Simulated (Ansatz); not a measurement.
# What went wrong? twisted graphene bilayer, 17.90° (124 atoms)

Program: Ansatz 0.2.0. The cell: 124 C.

Contents of input.yaml:

```yaml
crystal:
  lattice:
    - [13.6967, 0.0, 0.0]
    - [-6.84835, 11.86169, 0.0]
    - [0.0, 0.0, 17.43]
  atoms:
    - { symbol: C, position: [0.07527, 0.11828, 0.40242] }
    - { symbol: C, position: [0.11828, 0.04301, 0.40242] }
    - { symbol: C, position: [0.10753, 0.31183, 0.4025] }
    - { symbol: C, position: [0.15054, 0.23656, 0.40248] }
    - { symbol: C, position: [0.13978, 0.50538, 0.40247] }
    - { symbol: C, position: [0.18279, 0.43011, 0.40247] }
    - { symbol: C, position: [0.17205, 0.69893, 0.40246] }
    - { symbol: C, position: [0.21506, 0.62366, 0.40242] }
    - { symbol: C, position: [0.2043, 0.89247, 0.4025] }
    - { symbol: C, position: [0.24732, 0.81721, 0.40247] }
    - { symbol: C, position: [0.23656, 0.08602, 0.40248] }
    - { symbol: C, position: [0.27957, 0.01075, 0.40248] }
    - { symbol: C, position: [0.26882, 0.27957, 0.40248] }
    - { symbol: C, position: [0.31183, 0.2043, 0.4025] }
    - { symbol: C, position: [0.30107, 0.47312, 0.40246] }
    - { symbol: C, position: [0.34408, 0.39785, 0.40251] }
    - { symbol: C, position: [0.33333, 0.66667, 0.4024] }
    - { symbol: C, position: [0.37634, 0.5914, 0.40242] }
    [... 100 atom lines left out ...]
    - { symbol: C, position: [0.10753, 0.7957, 0.5975] }
    - { symbol: C, position: [0.15054, 0.91398, 0.59752] }
    - { symbol: C, position: [0.94624, 0.60215, 0.59749] }
    - { symbol: C, position: [0.98925, 0.72043, 0.59752] }
    - { symbol: C, position: [0.91398, 0.76344, 0.59752] }
    - { symbol: C, position: [0.95699, 0.88172, 0.59758] }
kpoints:
  mp_grid: { grid: [3, 3, 1] }
hamiltonian:
  xc: pbe
  dispersion: d4
scf:
  occupations: { method: gaussian, width: 0.025 }
  eigensolver: { kind: { support_functions: { accuracy: medium, radius: 2.96 } } }
  mixing: { beta: 0.4 }
  max_iter: 150
output:
  forces: true
  eigenvalues: true
basis:
  xc_grid: 1
```

Command:

```sh
> ansatz run input.yaml --threads 4 --pin off --max-ram 8192MiB --backend cpu --events-out ev --progress --plain --runs-dir out
```

Log:

```text
Warning: scf.eigensolver.kind.support_functions: disabling space-group detection — the functions' gradient is summed over unrotated k-points, so no spatial operation reduces the k-mesh or symmetrises the density; time reversal is kept, so that k and −k are solved as one point where they differ and the mesh holds both, and exact exchange and, on two spinor components, a DFT+U term hold to it where the run has them: [...]
Warning: support functions under the default level of basis.xc_grid: at basis.xc_grid: 1 exchange and correlation are summed on fewer points, where forces can miss the bounds of the functions' level; take no difference of energies between a run at 1 and one at another level, and run at basis.xc_grid: [...]
settings of this run that can trade accuracy for cost: scf.eigensolver.kind.support_functions [...]
Engine: ansatz 0.2.0, aarch64-unknown-linux-gnu
Pseudopotentials: kind: paw
Pseudopotential: C, paw, valence charge 4, recommended cutoff 420 eV (normal), C.paw.azcp
[... 5 lines on functional and potentials left out ...]
Error: SCF: the radius of support functions is under 3.31 Å, the least for these sites at the functions' level (scf.eigensolver.kind.support_functions.accuracy). Use scf.eigensolver.kind: auto, or type scf.eigensolver.kind.support_functions.radius at least as long, [...]
```

Elapsed: 1.1 s, on 4 threads of Arm Neoverse V2, shared host; peak memory 0.32 GiB; 3.7 s of CPU time.

**Question.** What is wrong with this input, and how is it mended?

A radius under the least that the level allows: support_functions.radius = 2.96.

The fix is to use a longer radius.

The run ended with an error.

[Logs are printed without paths, hosts, clocks, repeated set-up lines and the standing remarks that a program may print on its own settings, such as how far it seeks lower states.]

[Hosts, paths, dates, database ids (printed as entryN), source tags and the programs' standing remarks are cut or masked in the printed files.]
